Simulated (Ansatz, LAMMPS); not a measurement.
# Forces and charges in liquid (Cs,Rb)Br at 1020 K (90 atoms), part 2 of 2

Aim: energy, forces, charges and density of states of liquid (Cs,Rb)Br at 1020 K (90 atoms) at a fixed geometry.

Ansatz 0.2.0; Kohn-Sham DFT, PBE, PAW (set soft_2), plane waves.

The cell: 19 Cs, 26 Rb and 45 Br. The network of bonds at the start is that of the classical potential that made the cell. The ion parameters were fitted for water, not for melts. Sampling is at Γ alone, for a cell whose shortest periodic width is 17 Å. No spin–orbit coupling is included.

So far. Step 3 (Plane-wave single point): Valence density in the ac plane at fractional y = 0.160, with atoms of Cs and Rb and Br within 0.2 Å of it. It is the smooth field of the valence electrons, not physical close to the nuclei.

**3. Plane-wave single point (continued)**

Electrostatic potential energy in the ac plane at fractional y = 0.160, with atoms of Cs and Rb and Br within 0.2 Å of it. With pseudopotentials it is smooth inside the atoms' cores, unlike the true potential.

Ten even steps from '0' (-35 eV) to '9' (7 eV), each cell a mean:
```
89999999998899999999987667899999863368999988
27999999853358999999986557899999863368999610
38999998600005899999988778899999988889999721
99999998731137899989999999999999999999999998
99999999988889999999999999999986579999998999
99999999999999999999999999999820005998754457
89999998999999999999999999999830016997423324
89999999999999999999999999999988789998533335
99999999999999999999999999999877889999876678
99999999888899999999999999987433357899999999
99999999887899999999999999985233336899999999
99999999888899999876568999997533358899999999
89999999999999999720004899999988889999998877
47899999999999999730004899999999999999985100
17899999999999999987678999999999999999984000
78999999999999999999999999999999999999987534
99999999999999999999999999999999999999999999
99999999987788999986458999976556899999999999
99999999876678999950004899743332589999999999
88999999988889999984237999743333589999999988
45799999999999999999999999986567899999999864
45799999999999999999999999999999999999999864
88999999999999999999999999999999999999999988
99999999999999999999998889999999988889999999
```
Columns run along a (16.7 Å; values clipped at the 3rd and 97th percentile), rows up along c (16.7 Å). Atoms in or near the plane, at fractional coordinates: Cs at (0.67, 0.21), Cs at (0.71, 0.56), Cs at (0.92, 0.71), Rb at (0.96, 0.40), Rb at (0.46, 0.45), Br at (0.73, 0.75).

Mean Löwdin charges: Br -0.70, Cs +0.79, Rb +0.76 e (they miss 0.44 % of the electrons, so they add up to more than the cell's charge). The largest share in the top eV of filled states is Br p (98 % of the projected weight), and in the lowest eV of empty states Rb s (48 % of the projected weight).

**4. Distances and neighbours**

Bonds and neighbours are counted at the geometry of the runs.

Density 3.00 g/cm³, 51.38 Å³ an atom.

g(r), total and by pair (bins of 0.2 Å):

```csv
r (Å),total,Br-Br,Br-Rb,Br-Cs,Rb-Rb,Rb-Cs,Cs-Cs
3.00,0.34,0.00,0.84,0.46,0.00,0.00,0.00
3.20,1.62,0.00,2.88,3.75,0.00,0.00,0.00
3.40,2.63,0.00,6.00,4.25,0.00,0.00,0.00
3.60,1.66,0.13,2.80,3.67,0.44,0.00,0.00
3.80,1.05,0.24,2.09,1.36,0.00,0.76,0.00
4.00,0.76,0.45,0.78,1.21,0.66,0.91,0.00
4.20,0.77,0.61,0.63,1.24,0.61,0.85,0.56
4.40,0.96,1.21,0.81,0.23,0.28,2.31,1.55
4.60,1.14,2.06,0.23,0.62,2.33,1.56,0.95
4.80,1.13,1.98,0.61,0.37,1.18,2.11,0.43
5.00,1.12,1.82,0.44,0.26,1.31,1.94,3.27
5.20,1.11,1.96,0.35,0.24,1.23,1.92,3.05
5.40,0.86,1.06,0.33,0.59,3.00,0.88,0.35
5.60,0.97,1.39,0.81,0.47,1.37,1.07,0.98
5.80,0.92,1.51,0.42,0.76,1.28,0.89,0.91
6.00,0.82,1.16,0.52,0.66,0.76,1.23,0.57
6.20,0.85,0.71,0.81,1.11,0.85,0.87,0.55
6.40,1.00,0.71,0.89,0.84,1.46,1.73,1.24
6.60,0.95,1.25,0.97,0.69,0.50,0.85,1.39
6.80,1.05,1.05,1.32,0.79,1.05,0.81,1.11
7.00,1.10,0.89,1.22,1.67,0.45,0.76,1.04
7.20,0.96,0.53,0.97,1.54,0.42,1.36,0.59
7.40,0.98,0.47,1.15,1.73,0.89,0.75,0.00
7.60,1.13,0.95,1.56,1.37,0.47,0.71,0.53
7.80,1.01,0.63,1.47,1.27,0.89,0.55,0.50
```

Bonds by pair of elements; cutoffs follow the first minimum of g(r), held within bounds set by covalent radii, and pairs that aren't listed don't count as bonded:

```csv
pair A-B,cutoff (Å),bonds,mean length (Å),spread (Å),shortest (Å),B about A,A about B
Br-Rb,3.98,114,3.47,0.221,3.02,2.53,4.38
Br-Cs,4.26,91,3.57,0.306,3.00,2.02,4.79
```

The cutoffs for Br-Rb and Br-Cs fall short of the minimum of g(r), so counts run low and odd coordinations can be artefacts.

How many atoms have how many bonded neighbours:

```csv
element,mean,3,4,5,6
Br,4.56,3,18,20,4
Cs,4.79,1,4,12,2
Rb,4.38,3,11,11,1
```

Bond angles, per cent of each kind in bins of 5°:

```csv
angle (°),Br-Rb-Br,Cs-Br-Rb,Br-Cs-Br,Rb-Br-Rb,Cs-Br-Cs
55–60,0.0,1.0,0.6,1.8,0.0
60–65,1.0,1.5,1.1,0.0,0.0
65–70,2.0,5.0,1.7,3.7,0.0
70–75,5.5,5.5,3.4,4.6,2.9
75–80,8.0,8.0,8.5,2.8,15.9
80–85,8.5,10.1,11.3,10.1,7.2
85–90,10.5,9.0,10.7,10.1,13.0
90–95,9.0,8.5,7.9,11.0,2.9
95–100,8.5,8.5,8.5,8.3,10.1
100–105,5.5,5.5,4.5,8.3,10.1
105–110,5.0,3.0,10.7,6.4,5.8
110–115,4.5,1.5,2.8,4.6,1.5
115–120,5.5,4.0,2.3,2.8,0.0
120–125,3.0,2.5,4.0,0.9,4.3
125–130,1.5,2.5,0.6,4.6,2.9
130–135,2.0,4.0,1.1,1.8,4.3
135–140,4.0,3.0,2.3,4.6,2.9
140–145,0.5,2.0,2.8,0.9,2.9
145–150,2.5,4.5,1.7,2.8,2.9
150–155,4.0,1.5,5.1,5.5,4.3
155–160,3.0,2.0,4.0,1.8,2.9
160–165,1.5,1.5,1.1,0.9,0.0
165–170,3.5,1.0,2.8,1.8,2.9
170–175,0.5,2.5,0.6,0.0,0.0
175–180,0.5,1.5,0.0,0.0,0.0
```

Bond angles (no mean is given where the spread exceeds 20°):

```csv
angle,count,mean (°),spread (°)
Br-Rb-Br,200,-,-
Cs-Br-Rb,199,-,-
Br-Cs-Br,177,-,-
Rb-Br-Rb,109,-,-
Cs-Br-Cs,69,-,-
```

Bond length by coordination (bonds to H left out):

```csv
element,coordination,atoms,mean bond length (Å)
Br,3,3,3.52
Br,4,18,3.44
Br,5,20,3.52
Br,6,4,3.70
Cs,3,1,3.26
Cs,4,4,3.48
Cs,5,12,3.59
Cs,6,2,3.64
Rb,3,3,3.35
Rb,4,11,3.45
Rb,5,11,3.50
Rb,6,1,3.52
```

For some of the pairs, g(r) has its first main peak near 3.4 Å (Br-Rb) and 3.4 Å (Br-Cs).

The surroundings of Cs17, which bears the longest force, nearest first, numbered as they follow in the input and with coordinates relative to it.

```csv
atom,x,y,z,distance (Å),bonds,Löwdin charge (e),Fx,Fy,Fz (eV/Å)
Cs17,0.00,0.00,0.00,0.00,4,0.78,0.30,-1.28,0.64
Br60,-0.30,2.04,-2.18,3.00,5,-0.70,-0.28,0.99,-0.97
Br51,-0.02,2.00,2.58,3.26,5,-0.70,-0.09,0.32,0.07
Br54,1.62,-1.74,-2.80,3.67,5,-0.70,0.11,-0.33,-0.12
Br63,-3.69,-0.34,0.02,3.70,5,-0.69,0.19,-0.19,0.33
Rb44,-2.55,-0.17,3.27,4.15,4,0.75,0.11,-0.05,0.33
Br66,-1.36,-4.07,0.11,4.29,4,-0.71,-0.09,0.29,0.06
Br50,4.26,1.00,-0.19,4.38,4,-0.70,0.00,0.09,-0.57
Rb35,-1.33,-0.98,-4.07,4.39,4,0.78,-0.13,0.22,-0.07
Br76,1.09,-2.74,3.44,4.53,4,-0.71,0.00,0.30,-0.24
```

The column of bonds counts only the pairs Br-Rb within 3.98 Å, Br-Cs within 4.26 Å; other neighbours, such as metal atoms beside each other in a compound, aren't counted, and periodic images can show an atom twice.

**5. Results**

- free energy per atom: -3534.2640 eV/atom
- pressure: 0.7493 GPa
- r.m.s. force component: 0.3279 eV/Å
- gap (highest filled to lowest empty level): 2.607 eV
- wall time of the 1 DFT run: 30 s

What this shows: Between filled and empty levels lie 2.61 eV (at Γ alone); a semilocal functional tends to put such gaps too low. In a disordered cell it changes from sample to sample and from frame to frame.

Caveats: The force components of 0.33 eV/Å r.m.s. come partly from thermal motion and partly from the difference between the classical potential and DFT. The pressure of a single frame lacks the kinetic term.

[Logs are printed without paths, hosts, clocks, repeated set-up lines and the standing remarks that a program may print on its own settings, such as how far it seeks lower states.]

[Hosts, paths, dates, database ids (printed as entryN), source tags and the programs' standing remarks are cut or masked in the printed files.]
